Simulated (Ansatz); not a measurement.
## The 1T-HfO2 monolayer under a gate

How does the 1T-HfO2 monolayer take up charge from its gate?

Method: plane-wave DFT, r2SCAN-D4, Ansatz PAW, in the first sound run; inputs show where later runs differ, in Ansatz 0.2.0.

### 1. Set-up

The cell holds 3 atoms: 2 O and 1 Hf. Cell: a = 3.240 Å, b = 3.240 Å, c = 36.019 Å, α = 90.0°, β = 90.0°, γ = 120.0°. Vacuum lies along c.

### 2. Relaxation

The starting cell is a guess, so the in-plane lattice and the atoms are relaxed first, with the slab cut off from its images along the normal.

Input file input.yaml:

```yaml
crystal:
  lattice:
    - [3.24, 0.0, 0.0]
    - [-1.62, 2.8059223083, 0.0]
    - [0.0, 0.0, 36.018590874]
  atoms:
    - { symbol: O, position: [0.6666666667, 0.3333333333, 0.4650376262] }
    - { symbol: Hf, position: [0.0, 0.0, 0.5] }
    - { symbol: O, position: [0.3333333333, 0.6666666667, 0.5349623738] }
  periodic: [true, true, false]
kpoints:
  mp_grid: { grid: [12, 12, 1] }
hamiltonian:
  xc: r2scan
  dispersion: d4
scf:
  occupations: { method: fermi_dirac, width: 0.05 }
  convergence: { dr2_threshold: 1.0e-09 }
relax:
  f_tol: 0.004
  max_steps: 90
  cell: {}
output:
  write_potential: true
  write_density: true
  volumetric_format: npy
```

Command:

```
> ansatz run input.yaml --threads 4 --pin off --max-ram 6144MiB --backend cpu --events-out ev --progress --plain --runs-dir out
```

Numbers of over 12 decimals in the logs are rounded to 6 here.

What it wrote:

```text
Warning: relax.cell: scf.convergence.dr2_threshold = 1e-9 eV is looser than the 1.91430159869e-10 eV advised for a relaxation that steers and ends on the stress (1e-10 eV for each atom of the cell: 3, times the square of relax.cell.stress_2d_tol = 0.05 N/m over 12.5 Å (the atoms' height at the walk's start and 5 Å past either face), 3.994e-2 GPa, over a crystal's default 0.05). What an SCF threshold leaves in a stress goes as its square root, and in the free energy as the threshold itself, and one threshold admits the most on a small cell: [figures from the program's tests cut] Set scf.convergence.dr2_threshold to 1.91430159869e-10 eV or tighter. [rest of the remark cut]
Engine: ansatz 0.2.0, aarch64-unknown-linux-gnu
Pseudopotentials: kind: paw
Pseudopotential: O, paw, valence charge 6, recommended cutoff 500 eV (meta_gga), O.paw.azcp
Pseudopotential: Hf, paw, valence charge 26, recommended cutoff 500 eV (meta_gga), Hf.paw.azcp
Functional definition: r2SCAN
  parameter k0 = 0.174
  parameter k1 = 0.065
  parameter a1 = 4.9479
  exchange = r2scan_x(k0 = k0, k1 = k1, a1 = a1)
  correlation = r2scan_c
Crystal: 3 atoms, lattice volume = 327.452 Å³
Basis set: ecut = 500 eV, 8249 PW (Γ), exchange–correlation on 96×96×1080 points (64 copies of the dense FFT grid, shifted against one another)
Bands: 23, of which v1, the nominal top of the filled ones, is band 19 counted from 1 (18 counted from 0)
Symmetry: 12 space group operations
Space group: P-3m1 (ITA 164), of the structure as read, at distance tolerance 6.9e-5 Å
k-points: 19 of 144
Non-local potential: O, projectors of the file, l = 0: 2, l = 1: 2, l = 2: 1
Non-local potential: Hf, projectors of the file, l = 0: 3, l = 1: 2, l = 2: 2, l = 3: 3
PAW form: soft (Blöchl's): semilocal exchange-correlation on the pseudo side does not see the compensation charge
PAW frozen core: O, regenerated for the run's functional (the file was generated under x = pbe(κ = 0.804, μ = 0.219515), c = pbe(β = 0.066725))
PAW frozen core: Hf, regenerated for the run's functional (the file was generated under x = pbe(κ = 0.804, μ = 0.219515), c = pbe(β = 0.066725))
PAW one-centre angular grid: O, 302 points (default); XC on 160 Gauss nodes
PAW one-centre angular grid: Hf, 974 points (default); XC on 160 Gauss nodes
Initial density: superposition of atomic densities (neutral atoms: chi_scale 0, normalization atom), corrected by the library's trained network
Initial wavefunctions: pseudopotential atomic-orbital guess
Functional: x = r2scan, c = r2scan; τ floored in thin density (d = 2e-4 eV/Å³)
SCF iter   1: F=—  HF=-16874.087277 eV  |F-HF|=—  |Δ(HF+E_count)|=         —  Δρ=3.32e-3  dr2=3.59e-2  dr2_τ=1.44e-1  ethr=1.77e-3  ⟨swp⟩=12.6  Hψ=3104  notcnv=0
preconditioner: auto → Resta (q_TF=auto, 1.905 Å⁻¹)  ε∞=1.5  [insulator: Δε(μ)=3.800 eV  Ē_g=18.084 eV  σ=0.050 eV  W_gap=1.00  n_scr=20 (ndim 8)  ℏωp=12.3 eV  f_vac=0.850  D(μ)=0.00/eV (n_scr^D=0)  ε∞_Penn≈1.5  vacuum switching on, ρ_ref=2.4e-2 e/Å³]
SCF iter   2: F=—  HF=-16874.103083 eV  |F-HF|=—  |Δ(HF+E_count)|=   1.58e-2  Δρ=2.15e-3  dr2=5.93e-3  dr2_τ=2.58e-3  ethr=9.46e-5  ⟨swp⟩=3.4  Hψ=1352  notcnv=0
SCF iter   3: F=—  HF=-16874.103951 eV  |F-HF|=—  |Δ(HF+E_count)|=   8.68e-4  Δρ=8.61e-4  dr2=2.09e-3  dr2_τ=1.74e-4  ethr=1.56e-5  ⟨swp⟩=3.3  Hψ=978  notcnv=0
SCF iter   4: F=—  HF=-16874.104903 eV  |F-HF|=—  |Δ(HF+E_count)|=   9.52e-4  Δρ=7.39e-4  dr2=1.30e-3  dr2_τ=2.47e-4  ethr=5.49e-6  ⟨swp⟩=3.3  Hψ=1129  notcnv=0
SCF iter   5: F=—  HF=-16874.104777 eV  |F-HF|=—  |Δ(HF+E_count)|=   1.26e-4  Δρ=1.70e-4  dr2=8.81e-5  dr2_τ=5.67e-6  ethr=3.43e-6  ⟨swp⟩=2.9  Hψ=794  notcnv=0
SCF iter   6: F=—  HF=-16874.104768 eV  |F-HF|=—  |Δ(HF+E_count)|=   8.89e-6  Δρ=2.26e-5  dr2=2.25e-6  dr2_τ=2.26e-7  ethr=2.32e-7  ⟨swp⟩=4.1  Hψ=1047  notcnv=0
SCF iter   7: F=—  HF=-16874.104798 eV  |F-HF|=—  |Δ(HF+E_count)|=   2.91e-5  Δρ=8.48e-6  dr2=1.81e-7  dr2_τ=2.17e-8  ethr=5.92e-9  ⟨swp⟩=3.4  Hψ=1033  notcnv=0
SCF iter   8: F=—  HF=-16874.104798 eV  |F-HF|=—  |Δ(HF+E_count)|=   3.37e-8  Δρ=2.19e-6  dr2=2.56e-8  dr2_τ=1.21e-9  ethr=4.78e-10  ⟨swp⟩=3.5  Hψ=989  notcnv=0
SCF iter   9: F=-16874.104798 eV  HF=-16874.104798 eV  |F-HF|=2.76e-10  |Δ(HF+E_count)|=   6.57e-9  Δρ=4.20e-7  dr2=3.06e-10  dr2_τ=9.12e-11  ethr=2.63e-12  ⟨swp⟩=11.1  Hψ=4462  notcnv=0
SCF 1 converged in 9 iterations: F = -16874.104798 eV  dr2 = 3.06e-10
  greatest PAW one-centre occupation: 0.999 electrons in one spin orbital (limit 2), on the Hf atom at site 1 (counted from 0), in its partial waves of l = 3
relax step   1: F+E_penalty+E_count = -16874.10479757 eV  Δ(F+E_penalty+E_count) = +0.000e0 eV  max|allowed force component| = 4.618e0 eV/Å  Δτ_max = 0.0000 Å  P = -9.037 N/m  Ω = 327.452 Å³  fix = [c, alpha, beta]  reactions: c -0.000 N/m  (9 SCF iters, accepted)
Crystal: 3 atoms, lattice volume = 325.898 Å³
Basis set: ecut = 500 eV, 8225 PW (Γ), exchange–correlation on 96×96×1080 points (64 copies of the dense FFT grid, shifted against one another)
Initial density: handed on by an earlier stage of this run
Initial wavefunctions: those handed on with the density
iter 1 solved again at ethr=1.63e-3 eV; its pass at ethr=3.10e-3 eV (dr2=6.18e-1 eV) is discarded
SCF iter   1: F=—  HF=-16875.301412 eV  |F-HF|=—  |Δ(HF+E_count)|=         —  Δρ=1.22e-2  dr2=6.26e-1  dr2_τ=3.06e0  ethr=1.63e-3  ⟨swp⟩=1.8  Hψ=3710  notcnv=0
preconditioner: auto → Resta (q_TF=auto, 1.907 Å⁻¹)  ε∞=1.4  [insulator: Δε(μ)=4.790 eV  Ē_g=18.494 eV  σ=0.050 eV  W_gap=1.00  n_scr=20 (ndim 8)  ℏωp=12.3 eV  f_vac=0.858  D(μ)=0.00/eV (n_scr^D=0)  ε∞_Penn≈1.4  vacuum switching on, ρ_ref=2.5e-2 e/Å³]
SCF iter   2: F=—  HF=-16875.414814 eV  |F-HF|=—  |Δ(HF+E_count)|=   1.13e-1  Δρ=2.52e-3  dr2=1.30e-2  dr2_τ=7.30e-3  ethr=1.63e-3  ⟨swp⟩=4.2  Hψ=1091  notcnv=0
SCF iter   3: F=—  HF=-16875.417068 eV  |F-HF|=—  |Δ(HF+E_count)|=   2.25e-3  Δρ=1.10e-3  dr2=1.27e-3  dr2_τ=3.17e-4  ethr=3.43e-5  ⟨swp⟩=4.1  Hψ=1350  notcnv=0
SCF iter   4: F=—  HF=-16875.417602 eV  |F-HF|=—  |Δ(HF+E_count)|=   5.34e-4  Δρ=5.10e-4  dr2=3.66e-4  dr2_τ=7.89e-5  ethr=3.34e-6  ⟨swp⟩=2.9  Hψ=933  notcnv=0
SCF iter   5: F=—  HF=-16875.417722 eV  |F-HF|=—  |Δ(HF+E_count)|=   1.21e-4  Δρ=1.36e-4  dr2=6.14e-5  dr2_τ=7.91e-6  ethr=9.64e-7  ⟨swp⟩=3.2  Hψ=963  notcnv=0
SCF iter   6: F=—  HF=-16875.417707 eV  |F-HF|=—  |Δ(HF+E_count)|=   1.51e-5  Δρ=3.58e-5  dr2=2.49e-6  dr2_τ=2.13e-7  ethr=1.62e-7  ⟨swp⟩=3.2  Hψ=944  notcnv=0
SCF iter   7: F=—  HF=-16875.417726 eV  |F-HF|=—  |Δ(HF+E_count)|=   1.93e-5  Δρ=9.57e-6  dr2=1.11e-7  dr2_τ=3.86e-8  ethr=6.55e-9  ⟨swp⟩=3.8  Hψ=1103  notcnv=0
[...]
SCF iter   2: F=—  HF=-16875.590353 eV  |F-HF|=—  |Δ(HF+E_count)|=   1.08e-1  Δρ=1.81e-3  dr2=1.07e-2  dr2_τ=3.13e-3  ethr=8.35e-4  ⟨swp⟩=4.9  Hψ=1235  notcnv=0
SCF iter   3: F=—  HF=-16875.590126 eV  |F-HF|=—  |Δ(HF+E_count)|=   2.27e-4  Δρ=6.49e-4  dr2=6.32e-4  dr2_τ=1.99e-4  ethr=2.82e-5  ⟨swp⟩=4.2  Hψ=1188  notcnv=0
SCF iter   4: F=—  HF=-16875.590190 eV  |F-HF|=—  |Δ(HF+E_count)|=   6.45e-5  Δρ=3.61e-4  dr2=1.38e-4  dr2_τ=3.95e-5  ethr=1.66e-6  ⟨swp⟩=3.3  Hψ=1035  notcnv=0
SCF iter   5: F=—  HF=-16875.590270 eV  |F-HF|=—  |Δ(HF+E_count)|=   7.95e-5  Δρ=1.30e-4  dr2=3.75e-5  dr2_τ=6.78e-6  ethr=3.62e-7  ⟨swp⟩=3.3  Hψ=1014  notcnv=0
SCF iter   6: F=—  HF=-16875.590266 eV  |F-HF|=—  |Δ(HF+E_count)|=   4.25e-6  Δρ=4.02e-5  dr2=3.45e-6  dr2_τ=2.82e-7  ethr=9.87e-8  ⟨swp⟩=3.1  Hψ=1032  notcnv=0
SCF iter   7: F=—  HF=-16875.590287 eV  |F-HF|=—  |Δ(HF+E_count)|=   2.13e-5  Δρ=1.92e-5  dr2=7.39e-7  dr2_τ=5.02e-8  ethr=9.08e-9  ⟨swp⟩=3.2  Hψ=936  notcnv=0
SCF iter   8: F=—  HF=-16875.590287 eV  |F-HF|=—  |Δ(HF+E_count)|=   3.47e-8  Δρ=6.57e-6  dr2=9.95e-8  dr2_τ=1.13e-8  ethr=1.94e-9  ⟨swp⟩=3.1  Hψ=947  notcnv=0
SCF iter   9: F=—  HF=-16875.590287 eV  |F-HF|=—  |Δ(HF+E_count)|=   1.99e-8  Δρ=2.49e-6  dr2=1.28e-8  dr2_τ=6.50e-10  ethr=2.62e-10  ⟨swp⟩=2.9  Hψ=852  notcnv=0
SCF iter  10: F=-16875.590287 eV  HF=-16875.590287 eV  |F-HF|=6.18e-11  |Δ(HF+E_count)|=   2.77e-9  Δρ=3.78e-7  dr2=3.18e-10  dr2_τ=2.06e-11  ethr=2.63e-12  ⟨swp⟩=10.9  Hψ=4437  notcnv=0
SCF 3 converged in 10 iterations: F = -16875.590287 eV  dr2 = 3.18e-10
relax step   3: F+E_penalty+E_count = -16875.59028681 eV  Δ(F+E_penalty+E_count) = -1.726e-1 eV  max|allowed force component| = 6.272e-1 eV/Å  Δτ_max = 0.1248 Å  P = +3.501 N/m  Ω = 320.203 Å³  energy of the carried Pulay correction = +3.249e-4 eV  fix = [c, alpha, beta]  reactions: c +0.000 N/m  (10 SCF iters, accepted)
[...]
relax step   4: F+E_penalty+E_count = -16875.61762013 eV  Δ(F+E_penalty+E_count) = -2.733e-2 eV  max|allowed force component| = 6.652e-2 eV/Å  Δτ_max = 0.0234 Å  P = -0.261 N/m  Ω = 325.596 Å³  energy of the carried Pulay correction = +8.249e-5 eV  fix = [c, alpha, beta]  reactions: c -0.000 N/m  (8 SCF iters, accepted)
[...]
relax step   5: F+E_penalty+E_count = -16875.61788881 eV  Δ(F+E_penalty+E_count) = -2.687e-4 eV  max|allowed force component| = 3.457e-3 eV/Å  Δτ_max = 0.0028 Å  P = -0.010 N/m  Ω = 325.338 Å³  energy of the carried Pulay correction = +9.402e-5 eV  fix = [c, alpha, beta]  reactions: c -0.000 N/m  (7 SCF iters, accepted)
Initial wavefunctions: pseudopotential atomic-orbital guess (no wavefunctions were taken with the density)
iter 1 solved again at ethr=1.64e-7 eV; its pass at ethr=3.10e-3 eV (dr2=6.22e-5 eV) is discarded
SCF iter   1: F=—  HF=-16875.617760 eV  |F-HF|=—  |Δ(HF+E_count)|=         —  Δρ=6.41e-6  dr2=1.49e-8  dr2_τ=5.04e-8  ethr=1.64e-7  ⟨swp⟩=6.3  Hψ=5379  notcnv=0
eigensolver tolerance schedule: the retry pair's looser diagonalisation over-reported the residual by 4178.21 of it (diagonalisation noise at 0.28 of the residual, at the tolerance the schedule requests for it); recorded, not acted on — ethr = c·dr2/N_el stays at c = 1.0e-1
preconditioner: auto → Resta (q_TF=auto, 1.908 Å⁻¹)  ε∞=1.4  [insulator: Δε(μ)=5.472 eV  Ē_g=18.617 eV  σ=0.050 eV  W_gap=1.00  n_scr=20 (ndim 8)  ℏωp=12.4 eV  f_vac=0.862  D(μ)=0.00/eV (n_scr^D=0)  ε∞_Penn≈1.4  vacuum switching on, ρ_ref=2.5e-2 e/Å³]
SCF iter   2: F=—  HF=-16875.617784 eV  |F-HF|=—  |Δ(HF+E_count)|=   2.31e-5  Δρ=3.33e-6  dr2=7.34e-9  dr2_τ=5.33e-9  ethr=3.92e-11  ⟨swp⟩=5.5  Hψ=1615  notcnv=0
SCF iter   3: F=—  HF=-16875.617784 eV  |F-HF|=—  |Δ(HF+E_count)|=   4.65e-9  Δρ=1.68e-6  dr2=1.88e-9  dr2_τ=1.05e-9  ethr=1.93e-11  ⟨swp⟩=2.9  Hψ=806  notcnv=0
SCF iter   4: F=-16875.617784 eV  HF=-16875.617784 eV  |F-HF|=1.13e-10  |Δ(HF+E_count)|=   1.37e-9  Δρ=3.33e-7  dr2=7.85e-11  dr2_τ=1.10e-10  ethr=2.63e-12  ⟨swp⟩=19.1  Hψ=4179  notcnv=0
SCF 6 converged in 4 iterations: F = -16875.617784 eV  dr2 = 7.85e-11
relax step   6: F+E_penalty+E_count = -16875.61778355 eV  Δ(F+E_penalty+E_count) = +1.053e-4 eV  max|allowed force component| = 3.429e-3 eV/Å  Δτ_max = 0.0000 Å  P = -0.005 N/m  Ω = 325.338 Å³  fix = [c, alpha, beta]  reactions: c -0.000 N/m  stress off target by 4.58e-3 N/m on what of the cell is left free  SCF on the basis re-selected at this cell (its energy is not comparable with the rows above)  (4 SCF iters)
basis re-selected at this cell: Δ(F+E_penalty+E_count) = +1.053e-4 eV, ΔP = +0.005 N/m vs the last step (what re-selecting the basis moved, of the pressure what is left beyond the Pulay correction that the steps carried, after the strain that the cell walked since its last selection, with what the two solves' SCF thresholds leave and, on support functions, any second-order correction that the steps lacked; it is no m [...]
WARN: The output density's exchange-correlation potential varies sharply where the density is thin. Do not read a vacuum level from v_tot or v_xc, or from such a field of the output density. On a cell that repeats whose density bears no net charge and no dipole along the vacuum's axis use v_es (v_loc + v_h of the components); under efield.dipole_correction with no amplitude use v_es + v_field, which holds any externa [...]
SCF converged after 4 iterations
Free energy (F): -16875.617784 eV
Harris-Foulkes:  -16875.617784 eV  (|F-HF|=1.13e-10)
Internal energy: -16875.617784 eV  (E = F + TS)
E sigma→0 (E₀):  -16875.617784 eV
Fermi energy:    -5.462647 eV
--- Per-component energies (eV) ---
  E_band       = -843.161263
  E_kinetic    = 773.608737
  E_local      = -124243.759557  (includes V_loc(G=0)·N_el)
  E_nonlocal   = -1152.155017
  E_hartree    = 61453.564297
  E_xc         = -430.192223
  E_vxc        = -505.073456  (∫ρ·V_xc dr)
  E_paw        = -7271.923052  (= ΣΔE_a)
  E_vpaw       = 1348.690752  (= ΣTr[D̂ρ^β])
  E_aug_tail   = 0.001995  (compensation charges beyond the density's cutoff)
  E_vtau       = 28.395655  (kinetic-family band-sum trace: ∫τ·v_τ [+ j·A + Jᵃ·Aᵃ] dr)
  E_ewald      = 53995.078036
  E_disp       = -0.098639  (pairwise vdW)
  E_core_change = 0.257640  (= ΣΔE_core)
  E_smearing   = -0.000000  (= −TS)
  E_closure    = -0.000000  (closes the sum)
  Σ components = -16875.617784   (vs F -16875.617784, Δ=0.00e0)
--- Forces (eV/Å), atoms counted from 1 ---
  atom   1  O     -0.00000000     0.00000000     0.00342910
  atom   2  Hf     0.00000000     0.00000000     0.00000000
  atom   3  O     -0.00000000    -0.00000000    -0.00342910
  max |Σ_I F_I| component: 9.25e-18 eV/Å
--- 2D stress c σ (N/m, compression-positive) ---
       -0.004578       0.000000       0.000000
       -0.000000      -0.004578       0.000000
        0.000000       0.000000      -0.000000
  P = ½ c Tr σ = -0.0046 N/m
--- Band table (eV; the first three rows and the last of 19) ---
  k-point 0: bands = [... 15 lower, -11.5238, -8.8377, -8.4383, -8.4383, -2.4680, -2.4680, -1.9064, -0.1653]
  k-point 1: bands = [... 15 lower, -11.4397, -8.8003, -8.6646, -8.5412, -2.4695, -2.2983, -1.7166, -0.0805]
  k-point 2: bands = [... 15 lower, -11.2286, -9.4013, -8.7874, -8.4770, -2.5123, -1.8642, -1.3471, 0.1059]
  k-point 18: bands = [... 15 lower, -11.1486, -9.3498, -9.3498, -8.8900, -2.5707, -1.1454, -1.1454, 2.5928]
--- Relaxed structure (5 steps of the walk, 5 accepted, 1 SCFs on fresh bases) ---
  F+E_penalty+E_count = -16875.61778355 eV   max|allowed force component| = 3.429e-3 eV/Å   (the final SCF, on the basis selected at the relaxed cell)
  cell:  # Å, volume = 325.3375 Å³
    - [3.229523, 0, 0]
    - [-1.614762, 2.796849, 0]
    - [0, 0, 36.018590874]
  atoms:
    - { symbol: O, position: [0.666667, 0.333333, 0.473345] }
    - { symbol: Hf, position: [0, 0, 0.5] }
    - { symbol: O, position: [0.333333, 0.666667, 0.526655] }
```

Run time: 31 s. Hardware: 4 threads of Arm Neoverse V2, shared host; peak memory 1.3 GiB.

Step by step:

| step | energy less that of the first step (eV) | largest force component (eV/Å) | volume (Å³) |
| --- | --- | --- | --- |
| 1 | 0.0000 | 4.6184 | 327.45 |
| 2 | -1.3129 | 1.8539 | 325.90 |
| 3 | -1.4855 | 0.6272 | 320.20 |
| 4 | -1.5128 | 0.0665 | 325.60 |
| 5 | -1.5131 | 0.0035 | 325.34 |
| 6* | -1.5130 | 0.0034 | 325.34 |

Relaxation steps marked * repeat the geometry before them on a plane-wave basis chosen anew for their cell, so energy and pressure can jump there.

The run keeps the 12 symmetry operations that it works with, so distortions that break them were not tested.

| cell as run | before | after | change |
| --- | --- | --- | --- |
| a (Å) | 3.240 | 3.230 | -0.3 % |
| b (Å) | 3.240 | 3.230 | -0.3 % |

The atoms that moved most (Å, along periodic axes as changes of fractional coordinates times the final cell, across vacuum about the mean position):

| atom | dx | dy | dz | length |
| --- | --- | --- | --- | --- |
| O1 | 0.000 | 0.000 | 0.299 | 0.299 |
| O3 | 0.000 | 0.000 | -0.299 | 0.299 |

The relaxed structure:

```xyz
3
Lattice="3.2295 0.0000 0.0000 -1.6148 2.7968 0.0000 0.0000 0.0000 36.0186" Properties=species:S:1:pos:R:3
O     1.6148    0.9323   17.0492
Hf    0.0000    0.0000   18.0093
O     0.0000    1.8646   18.9694
```

Numbers from this step:

| Quantity | Value |
| --- | --- |
| gap on the k-mesh | 5.472 eV |

The lattice constant a goes from 3.240 to 3.230 Å.

[end of part 1 of 3]

[Logs are printed without paths, hosts, clocks, repeated set-up lines and the standing remarks that a program may print on its own settings, such as how far it seeks lower states.]

[Hosts, paths, dates, database ids (printed as entryN), source tags and the programs' standing remarks are cut or masked in the printed files.]

[Maps of the electrostatic potential energy from Ansatz leave out the sawtooth potential of an applied field or a dipole correction, so their vacuum need not be flat; planar profiles and work functions include it.]
